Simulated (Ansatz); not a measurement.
# TiB2 (P6/mmm) under uniaxial strain along c

Wanted: the shifts of the zone-centre modes of TiB2 (P6/mmm) with strain.

Program: Ansatz 0.2.0. Level of theory: DFT PBEsol, scalar-relativistic, plane waves, PAW; PAW set soft_1. Results are calculated unless marked as measured.

Most raw output is cut from this account.

## Step 1: Starting point

The structure is hexagonal, space group P6/mmm (No. 191). The conventional cell has a = 3.029 Å, b = 3.029 Å, c = 3.228 Å, α = 90.00°, β = 90.00°, γ = 120.00°. Nearest to B lie 3 B at 1.75 Å and 6 Ti at 2.38 Å. Ti has 12 B at 2.38 Å nearest. Farther neighbours are not listed.

Coordinates:

```cif
data_structure
_symmetry_space_group_name_H-M 'P 1'
_symmetry_Int_Tables_number 1
_cell_length_a 3.0292
_cell_length_b 3.0292
_cell_length_c 3.2284
_cell_angle_alpha 90.000
_cell_angle_beta 90.000
_cell_angle_gamma 120.000
_cell_volume 25.66
loop_
_atom_site_label
_atom_site_type_symbol
_atom_site_fract_x
_atom_site_fract_y
_atom_site_fract_z
_atom_site_occupancy
B1 B 0.33333 0.66667 0.50000 1
B2 B 0.66667 0.33333 0.50000 1
Ti3 Ti 0.00000 0.00000 0.00000 1
```

## Step 2: Bringing the structure to rest

The cell and atoms are relaxed, since residual forces and stress would shift the frequencies.

File input.yaml:

```yaml
crystal:
  lattice:
    - [3.0292, 0.0, 0.0]
    - [-1.5146, 2.6233641531, 0.0]
    - [0.0, 0.0, 3.2284]
  atoms:
    - { symbol: B, position: [0.33333333, 0.66666667, 0.5] }
    - { symbol: B, position: [0.66666667, 0.33333333, 0.5] }
    - { symbol: Ti, position: [0.0, 0.0, 0.0] }
kpoints:
  mp_grid: { grid: [15, 15, 14] }
hamiltonian:
  xc: pbesol
  pseudopotentials: { kind: paw, azcp: { folder: soft_1 }, xc_functional: pbe }
scf:
  occupations: { method: gaussian, width: 0.1 }
output:
  forces: true
  stress: true
  eigenvalues: true
  write_density: true
  write_potential: true
  elf: true
  volumetric_format: npy
relax:
  adjacent_minimum: "off"
  f_tol: 0.005
  max_steps: 80
  cell: { stress_tol: 0.05 }
```

The run is started by

```bash
ansatz run input.yaml --threads 4 --pin off --max-ram 10240MiB --backend cpu --events-out ev --progress --plain --runs-dir out
```

The job ended after 24 s (4 threads of Intel Xeon at 2.50GHz (Skylake/Cascade Lake), shared host; peak memory 0.42 GiB).

Step by step:

```csv
step,energy less that of the first step (eV),largest force component (eV/Å),pressure (GPa),volume (Å³)
1,0.0000,0.0000,-5.19,25.66
2,-0.0104,0.0000,-1.05,25.20
3,-0.0109,0.0000,0.13,25.10
4,-0.0109,0.0000,0.00,25.11
5*,-0.0105,0.0000,-0.01,25.11
```

Relaxation steps marked * repeat the geometry before them on a plane-wave basis chosen anew for their cell, so energy and pressure can jump there.

Forces are held to the 24 operations that the run works with; a distortion that breaks them can't arise in this run.

```csv
"conventional cell, symmetrised",before,after,change
a (Å),3.029,3.017,-0.4 %
b (Å),3.029,3.017,-0.4 %
c (Å),3.228,3.184,-1.4 %
volume (Å³/atom),8.55,8.37,-2.1 %
```

The relaxed structure:

```xyz
3
Lattice="3.0174 0.0000 0.0000 -1.5087 2.6132 0.0000 0.0000 0.0000 3.1845" Properties=species:S:1:pos:R:3 pbc="T T T"
B     0.0000    1.7421    1.5922
B     1.5087    0.8711    1.5922
Ti    0.0000    0.0000    0.0000
```

Numbers from this step:

| Quantity | Value |
| --- | --- |
| pressure | -0.01284 GPa |
| volume per atom | 8.370 Å³ |
| gap on the k-mesh | 0 eV |

Electrostatic potential energy in the ab plane at fractional z = 0.500, with atoms of B within 0.2 Å of it. With pseudopotentials it is smooth inside the atoms' cores, unlike the true potential.

Ten even steps from '0' (-28 eV) to '9' (15 eV):
```
9999987667899999
9999864346899999
9997410014799999
9984100014899999
9861000016899999
8740000047888788
8630000368764467
8641114686411146
8764467863000036
8887888740000047
9999998610000168
9999998410001489
9999997410014799
9999998643468999
9999998766789999
9999998888899999
```
Columns run along a (3.0 Å; values clipped at the 3rd and 97th percentile), rows up along b (3.0 Å). Atoms in or near the plane, at fractional coordinates: B at (0.33, 0.67), B at (0.67, 0.33).

Valence density in the ab plane at fractional z = 0.500, with atoms of B within 0.2 Å of it. It is the smooth field of the valence electrons, not physical close to the nuclei.

Ten even steps from '_' (0.19 e/Å³) to '@' (0.86 e/Å³):
```
____..::--**%%@@@@%%**--::..____
__..::--++##@@@@@@##++--::..____
..::--++##%%%%%%%%##++--::......
::--++####**++**####++--::::::::
==**##%%**----**%%##**==--------
**%%@@%%++--++%%@@%%****++++++**
%%@@@@%%****%%@@@@%%%%########%%
@@@@@@%%##%%@@@@@@@@@@%%##%%@@@@
%%%%########%%%%@@@@%%****%%@@@@
****++++++****%%@@%%++--++%%@@%%
==--------==**##%%**----**%%##**
::::::::::--++####**++**####++--
........::--++##%%%%%%%%##++--::
______..::--++##@@@@@@##++--::..
______..::--**%%@@@@%%**--::..__
______..::==**%%@@%%**==::..____
```
Columns run along a (3.0 Å), rows up along b (3.0 Å). Atoms in or near the plane, at fractional coordinates: B at (0.33, 0.67), B at (0.67, 0.33).

ELF in the ab plane at fractional z = 0.500, with atoms of B within 0.2 Å of it. It is the smooth field of the valence electrons, not physical close to the nuclei.

Values, 16 rows by 16 columns:
```
0.20 0.25 0.34 0.48 0.61 0.72 0.79 0.82 0.82 0.79 0.72 0.61 0.48 0.34 0.25 0.20
0.27 0.34 0.45 0.55 0.62 0.65 0.65 0.65 0.65 0.65 0.62 0.55 0.45 0.34 0.27 0.25
0.39 0.48 0.55 0.57 0.50 0.36 0.27 0.27 0.37 0.50 0.57 0.55 0.48 0.39 0.34 0.34
0.55 0.61 0.62 0.50 0.24 0.06 0.02 0.05 0.24 0.50 0.62 0.61 0.55 0.48 0.45 0.48
0.69 0.72 0.65 0.36 0.06 0.00 0.01 0.06 0.37 0.65 0.72 0.69 0.61 0.55 0.55 0.61
0.79 0.79 0.65 0.27 0.02 0.01 0.01 0.27 0.65 0.79 0.79 0.72 0.62 0.57 0.62 0.72
0.85 0.82 0.65 0.27 0.05 0.06 0.27 0.65 0.82 0.85 0.79 0.65 0.50 0.50 0.65 0.79
0.86 0.82 0.65 0.37 0.24 0.37 0.65 0.82 0.86 0.82 0.65 0.37 0.24 0.37 0.65 0.82
0.85 0.79 0.65 0.50 0.50 0.65 0.79 0.85 0.82 0.65 0.27 0.06 0.05 0.27 0.65 0.82
0.79 0.72 0.62 0.57 0.62 0.72 0.79 0.79 0.65 0.27 0.01 0.01 0.02 0.27 0.65 0.79
0.69 0.61 0.55 0.55 0.61 0.69 0.72 0.65 0.37 0.06 0.01 0.00 0.06 0.36 0.65 0.72
0.55 0.48 0.45 0.48 0.55 0.61 0.62 0.50 0.24 0.05 0.02 0.06 0.24 0.50 0.62 0.61
0.39 0.34 0.34 0.39 0.48 0.55 0.57 0.50 0.37 0.27 0.27 0.36 0.50 0.57 0.55 0.48
0.27 0.25 0.27 0.34 0.45 0.55 0.62 0.65 0.65 0.65 0.65 0.65 0.62 0.55 0.45 0.34
0.20 0.20 0.25 0.34 0.48 0.61 0.72 0.79 0.82 0.82 0.79 0.72 0.61 0.48 0.34 0.25
0.18 0.20 0.27 0.39 0.55 0.69 0.79 0.85 0.86 0.85 0.79 0.69 0.55 0.39 0.27 0.20
```
Columns run along a (3.0 Å), rows up along b (3.0 Å). Atoms in or near the plane, at fractional coordinates: B at (0.33, 0.67), B at (0.67, 0.33).

In this step the volume went from 8.55 to 8.37 Å³/atom.

## Step 3: Tight relaxation

Phonons need small forces and stress, so the relaxation is finished with tight tolerances on 15×15×16 k points.

File input.yaml:

```yaml
crystal:
  lattice:
    - [3.0174406615, 0.0, 0.0]
    - [-1.5087203308, 2.6131802673, 0.0]
    - [0.0, 0.0, 3.1844703874]
  atoms:
    - { symbol: B, position: [0.3333333333, 0.6666666667, 0.5] }
    - { symbol: B, position: [0.6666666667, 0.3333333333, 0.5] }
    - { symbol: Ti, position: [0.0, 0.0, 0.0] }
kpoints:
  mp_grid: { grid: [15, 15, 16] }
hamiltonian:
  xc: pbesol
  pseudopotentials: { kind: paw, azcp: { folder: soft_1 }, xc_functional: pbe }
scf:
  occupations: { method: methfessel_paxton, width: 0.2 }
output:
  forces: true
  stress: true
  eigenvalues: true
relax:
  adjacent_minimum: "off"
  f_tol: 0.001
  max_steps: 60
  cell: { stress_tol: 0.01 }
```

The job ended after 15 s (4 threads; peak memory 0.42 GiB).

Little changed from the start: no atom moved by 0.005 Å and no cell edge by 0.1 %.

Numbers from this step:

```
pressure        : -0.003491 GPa
volume per atom : 8.369 Å³
```

The forces vanish by symmetry and the pressure is -0.003 GPa, within the tolerances set. The cell now holds 8.37 Å³/atom.

## Step 4: Zone-centre response at rest

Phonons follow from the second derivative of the energy, found here by linear response.

The modes at rest are the reference of the series.

input.yaml, the sections that differ from step 3:

```yaml
crystal:
  lattice:
    - [3.0174958844, 0.0, 0.0]
    - [-1.5087479422, 2.6132280917, 0.0]
    - [0.0, 0.0, 3.1841071601]
  atoms:
    - { symbol: B, position: [0.3333333333, 0.6666666667, 0.5] }
    - { symbol: B, position: [0.6666666667, 0.3333333333, 0.5] }
    - { symbol: Ti, position: [0.0, 0.0, 0.0] }
output:
  eigenvalues: true
phonons:
  method: dfpt
# kpoints, hamiltonian, scf: as in step 3
# relax: removed
```

Elapsed: 75 s, on 4 threads; peak memory 0.96 GiB; 2.9 min of CPU time.

Numbers from this step:

```
sum-rule residual before enforcement                    : 2.82e-6 eV/Å²
point group                                             : 6/mmm
highest optical mode at the zone centre (no LO-TO term) : 900.8 cm⁻¹
lowest optical zone-centre mode                         : 528.0 cm⁻¹
```

Patterns of degenerate modes are one choice out of their space. Modes at Γ, with each element's share of the kinetic energy:

```csv
mode,frequency (cm⁻¹),symmetry,B %,Ti %
1,0.0,acoustic,31,69
2,0.0,acoustic,31,69
3,0.0,acoustic,31,69
4,528.0,E1u,69,31
5,528.0,E1u,69,31
6,529.5,A2u,69,31
7,561.6,B1g,100,0
8,900.8,E2g,100,0
9,900.8,E2g,100,0
```

Displacements in mode 4 (528.0 cm⁻¹), the largest set to 1:
```
B1   0.00  1.00  0.00
B2   0.00  1.00  0.00
Ti3  0.00 -0.45  0.00
```

Displacements in mode 7 (561.6 cm⁻¹), the largest set to 1:
```
B1   0.00  0.00 -1.00
B2   0.00  0.00  1.00
Ti3  0.00  0.00  0.00
```

Before it was imposed, the acoustic sum rule was missed by 2.8e-6 eV/Å². Small misses are needed for a sound result but don't prove that mesh and cutoff are converged. The lowest optical mode is real, 528 cm⁻¹.

## Step 5: Relaxation of a member: uniaxial strain of +4 % along c

The cell takes a uniaxial strain of +4 % along c. The strained length and the angles are held, while the rest of the cell and the atoms relax.

input.yaml, the sections that differ from step 4:

```yaml
crystal:
  lattice:
    - [3.0051999338, 0.0, 0.0]
    - [-1.5025999669, 2.6025794861, 0.0]
    - [0.0, 0.0, 3.3114714465]
  atoms:
    - { symbol: B, position: [0.3333333329, 0.6666666671, 0.5] }
    - { symbol: B, position: [0.6666666671, 0.3333333329, 0.5] }
    - { symbol: Ti, position: [0.0, 0.0, 0.0] }
output:
  forces: true
  stress: true
  eigenvalues: true
relax:
  adjacent_minimum: "off"
  f_tol: 0.001
  max_steps: 60
  cell: { stress_tol: 0.01, fix: [c, angles] }
# kpoints, hamiltonian, scf: as in step 4
# phonons: removed
```

The job ended after 33 s (4 threads; peak memory 0.55 GiB; 1.8 min of CPU time).

Relaxation path:

```csv
step,energy less that of the first step (eV),largest force component (eV/Å),pressure (GPa),volume (Å³)
1,0.0000,0.0000,-6.13,25.90
2,-0.0002,0.0000,-5.62,25.85
3,-0.0002,0.0000,-5.48,25.84
4*,-0.0002,0.0000,-5.48,25.84
```

Relaxation steps marked * repeat the geometry before them on a plane-wave basis chosen anew for their cell, so energy and pressure can jump there.

```csv
"conventional cell, symmetrised",before,after,change
a (Å),3.005,3.002,-0.1 %
b (Å),3.005,3.002,-0.1 %
c (Å),3.311,3.311,-0.0 %
volume (Å³/atom),8.63,8.61,-0.2 %
```

Final coordinates:

```
B Ti
1.0
     3.00153    0.00000    0.00000
    -1.50077    2.59941    0.00000
     0.00000    0.00000    3.31147
B Ti
2 1
Cartesian
  0.0000 1.7329 1.6557
  1.5008 0.8665 1.6557
  0.0000 0.0000 0.0000
```

This step gave:

```yaml
pressure: -5.482 GPa
volume_per_atom: 8.612 Å³
```

The forces vanish by symmetry.

The cell shrank by 0.2 % in volume.

## Step 6: Modes of this member: uniaxial strain of +4 % along c

The zone-centre modes follow for uniaxial strain of +4 % along c.

input.yaml, the sections that differ from step 5:

```yaml
crystal:
  lattice:
    - [3.0015343954, 0.0, 0.0]
    - [-1.5007671977, 2.5994050368, 0.0]
    - [0.0, 0.0, 3.3114714465]
  atoms:
    - { symbol: B, position: [0.3333333335, 0.6666666665, 0.5] }
    - { symbol: B, position: [0.6666666665, 0.3333333335, 0.5] }
    - { symbol: Ti, position: [0.0, 0.0, 0.0] }
output:
  eigenvalues: true
phonons:
  method: dfpt
# kpoints, hamiltonian, scf: as in step 5
# relax: removed
```

Run time: 58 s. Hardware: 4 threads; peak memory 1 GiB.

Numbers from this step:

* sum-rule residual before enforcement: 5.51e-6 eV/Å²
* highest optical mode at the zone centre (no LO-TO term): 923.0 cm⁻¹
* lowest optical zone-centre mode: 479.0 cm⁻¹

Patterns of degenerate modes are one choice out of their space. Modes at Γ, with each element's share of the kinetic energy:

```csv
mode,frequency (cm⁻¹),symmetry,B %,Ti %
1,0.0,acoustic,31,69
2,0.0,acoustic,31,69
3,0.0,acoustic,31,69
4,479.0,A2u,69,31
5,494.9,E1u,69,31
6,494.9,E1u,69,31
7,540.8,B1g,100,0
8,923.0,E2g,100,0
9,923.0,E2g,100,0
```

Displacements in mode 4 (479.0 cm⁻¹), the largest set to 1:
```
B1   0.00  0.00  1.00
B2   0.00  0.00  1.00
Ti3  0.00  0.00 -0.45
```

Displacements in mode 8 (923.0 cm⁻¹), the largest set to 1:
```
B1   0.00 -1.00  0.00
B2   0.00  1.00  0.00
Ti3  0.00  0.00  0.00
```

The lowest optical mode is real, 479 cm⁻¹, and the highest lies at 923.0 cm⁻¹.

For the highest optical mode at the zone centre (no LO-TO term), step 4 gave 901 cm⁻¹; this run, with strain 4 %, gives 923 cm⁻¹ (+2 %).

## Step 7: A member of the series: uniaxial strain of -4 % along c

The cell takes a uniaxial strain of -4 % along c. The strained length and the angles are held, while the rest of the cell and the atoms relax.

input.yaml, the sections that differ from step 6:

```yaml
crystal:
  lattice:
    - [3.0317167845, 0.0, 0.0]
    - [-1.5158583922, 2.6255437524, 0.0]
    - [0.0, 0.0, 3.0567428737]
  atoms:
    - { symbol: B, position: [0.3333333332, 0.6666666668, 0.5] }
    - { symbol: B, position: [0.6666666668, 0.3333333332, 0.5] }
    - { symbol: Ti, position: [0.0, 0.0, 0.0] }
output:
  forces: true
  stress: true
  eigenvalues: true
relax:
  adjacent_minimum: "off"
  f_tol: 0.001
  max_steps: 60
  cell: { stress_tol: 0.01, fix: [c, angles] }
# kpoints, hamiltonian, scf: as in step 6
# phonons: removed
```

Wall time 27 s (4 threads); peak memory 0.54 GiB.

Step by step:

```csv
step,energy less that of the first step (eV),largest force component (eV/Å),pressure (GPa),volume (Å³)
1,0.0000,0.0000,7.50,24.33
2,-0.0003,0.0000,6.73,24.39
3,-0.0003,0.0000,6.43,24.42
4*,-0.0004,0.0000,6.43,24.42
```

Relaxation steps marked * repeat the geometry before them on a plane-wave basis chosen anew for their cell, so energy and pressure can jump there.

```csv
"conventional cell, symmetrised",before,after,change
a (Å),3.032,3.037,+0.2 %
b (Å),3.032,3.037,+0.2 %
c (Å),3.057,3.057,+0.0 %
volume (Å³/atom),8.11,8.14,+0.3 %
```

The relaxed structure:

```cif
data_structure
_symmetry_space_group_name_H-M 'P 1'
_symmetry_Int_Tables_number 1
_cell_length_a 3.0369
_cell_length_b 3.0369
_cell_length_c 3.0567
_cell_angle_alpha 90.000
_cell_angle_beta 90.000
_cell_angle_gamma 120.000
_cell_volume 24.42
loop_
_atom_site_label
_atom_site_type_symbol
_atom_site_fract_x
_atom_site_fract_y
_atom_site_fract_z
_atom_site_occupancy
B1 B 0.33333 0.66667 0.50000 1
B2 B 0.66667 0.33333 0.50000 1
Ti3 Ti 0.00000 0.00000 0.00000 1
```

Numbers from this step:

| Property | Result |
| --- | --- |
| pressure | 6.430 GPa |
| volume per atom | 8.138 Å³ |

The forces vanish by symmetry.

The cell grew by 0.3 % in volume.

## Step 8: Zone-centre modes of the member: uniaxial strain of -4 % along c

The zone-centre modes follow for uniaxial strain of -4 % along c.

input.yaml, the sections that differ from step 7:

```yaml
crystal:
  lattice:
    - [3.0369493169, 0.0, 0.0]
    - [-1.5184746584, 2.6300752585, 0.0]
    - [0.0, 0.0, 3.0567428737]
  atoms:
    - { symbol: B, position: [0.3333333336, 0.6666666664, 0.5] }
    - { symbol: B, position: [0.6666666664, 0.3333333336, 0.5] }
    - { symbol: Ti, position: [0.0, 0.0, 0.0] }
output:
  eigenvalues: true
phonons:
  method: dfpt
# kpoints, hamiltonian, scf: as in step 7
# relax: removed
```

Elapsed: 52 s, on 4 threads; peak memory 0.95 GiB.

Numbers from this step:

```yaml
sum_rule_residual_before_enforcement: 1.76e-6 eV/Å²
highest_optical_mode_at_the_zone_centre_no_lo_to_term: 869.0 cm⁻¹
lowest_optical_zone_centre_mode: 556.9 cm⁻¹
```

Patterns of degenerate modes are one choice out of their space. The modes at Γ (shares of kinetic energy by element, %):

```csv
mode,frequency (cm⁻¹),symmetry,B %,Ti %
1,0.0,acoustic,31,69
2,0.0,acoustic,31,69
3,0.0,acoustic,31,69
4,556.9,E1u,69,31
5,556.9,E1u,69,31
6,573.6,A2u,69,31
7,588.9,B1g,100,0
8,869.0,E2g,100,0
9,869.0,E2g,100,0
```

The lowest optical mode is real, 557 cm⁻¹, and the highest lies at 869.0 cm⁻¹.

Between step 4 and this run (strain -4 %) the value for the highest optical mode at the zone centre (no LO-TO term) moves from 901 cm⁻¹ to 869 cm⁻¹ (-4 %).

## Step 9: The series together

The members are set side by side, also those not shown above.

Stress is positive in compression; energies are extrapolated to zero smearing, and E0 is that at rest; the edges not held and the atoms are relaxed in each cell; all runs use 15×15×16 k points and Methfessel-Paxton smearing of 0.2 eV. State of the crystal along the series:

```csv
strain (%),stress along the axis (GPa),free strain along a (%),free strain along b (%),E - E0 (meV/atom)
-4,19.28,0.6447,0.6447,19.76
-3,14.18,0.4713,0.4713,10.92
-2,9.253,0.3069,0.3069,4.77
-1,4.538,0.1491,0.1491,1.173
0,0.001594,0,0,0
1,-4.362,-0.1434,-0.1434,1.144
2,-8.557,-0.2789,-0.2789,4.511
3,-12.58,-0.4075,-0.4075,9.993
4,-16.44,-0.529,-0.529,17.5
```

Optical modes are counted from below at rest and tracked from member to member by their patterns, and modes that stay within 0.3 cm⁻¹ of each other stand once; labels, where given, are those at rest; the edges not held and the atoms are relaxed in each cell; all runs use 15×15×16 k points and Methfessel-Paxton smearing of 0.2 eV. Optical modes along the series:

```csv
strain (%),optical mode 1 E1u (cm⁻¹),optical mode 2 A2u (cm⁻¹),optical mode 3 B1g (cm⁻¹),optical mode 4 E2g (cm⁻¹)
-4,556.9,573.6,588.9,869
-3,549.9,563.2,581.6,878.3
-2,542.8,552.3,574.3,886.3
-1,535.5,541.1,567.5,893.8
0,528,529.5,561.6,900.8
1,520.3,517.5,556.2,907.1
2,512.1,505,551.1,912.6
3,503.6,492.2,546,917.8
4,494.9,479,540.8,923
```

Value and slope at zero strain of a cubic (a lower polynomial where under five rows exist) through the rows within 2 % of rest. Slopes at rest:

```csv
mode,frequency (cm⁻¹),shift per percent of strain (cm⁻¹),shift per GPa of compressive stress (cm⁻¹)
optical mode 1 E1u,528,-7.6,1.71
optical mode 2 A2u,529.5,-11.81,2.65
optical mode 3 B1g,561.6,-5.6,1.26
optical mode 4 E2g,900.8,6.65,-1.49
```

## Step 10: What came out

```json
{"members": "9", "highest optical mode at the zone centre (no LO-TO term), at rest": "900.8 cm⁻¹", "Young’s modulus along c": "445 GPa", "optical mode 1 E1u, shift per percent": "-7.60 cm⁻¹", "optical mode 2 A2u, shift per percent": "-11.81 cm⁻¹", "optical mode 3 B1g, shift per percent": "-5.60 cm⁻¹", "optical mode 4 E2g, shift per percent": "6.65 cm⁻¹"}
```

**Reading.** The stress changes by 4.45 GPa for each percent, a Young’s modulus of 445 GPa along c. For each percent the free edge responds with -0.15 %. The fastest shift in the table of slopes is -11.8 cm⁻¹ for each percent (optical mode 2 A2u), or 2.6 cm⁻¹ for each GPa of compressive stress. For small strain, the measured shift of a line that Raman or infrared light can see, divided by its slope, estimates the stress, if the state of stress is of this kind. These are harmonic frequencies at zero temperature: anharmonic shifts, linewidths and thermal expansion are left out. With no gap, or one that is small against the smearing, the frequencies hang on the k mesh and the smearing, most of all near Kohn anomalies. The PAW files were made for PBE; the program adapts parts of them to the functional of the run, but their partial waves stay those of PBE, an approximation that was not tested in this session. Only the zone centre was solved, so an instability at another wavevector cannot show here.

[Logs are printed without paths, hosts, clocks, repeated set-up lines and the standing remarks that a program may print on its own settings, such as how far it seeks lower states.]

[Hosts, paths, dates, database ids (printed as entryN), source tags and the programs' standing remarks are cut or masked in the printed files.]
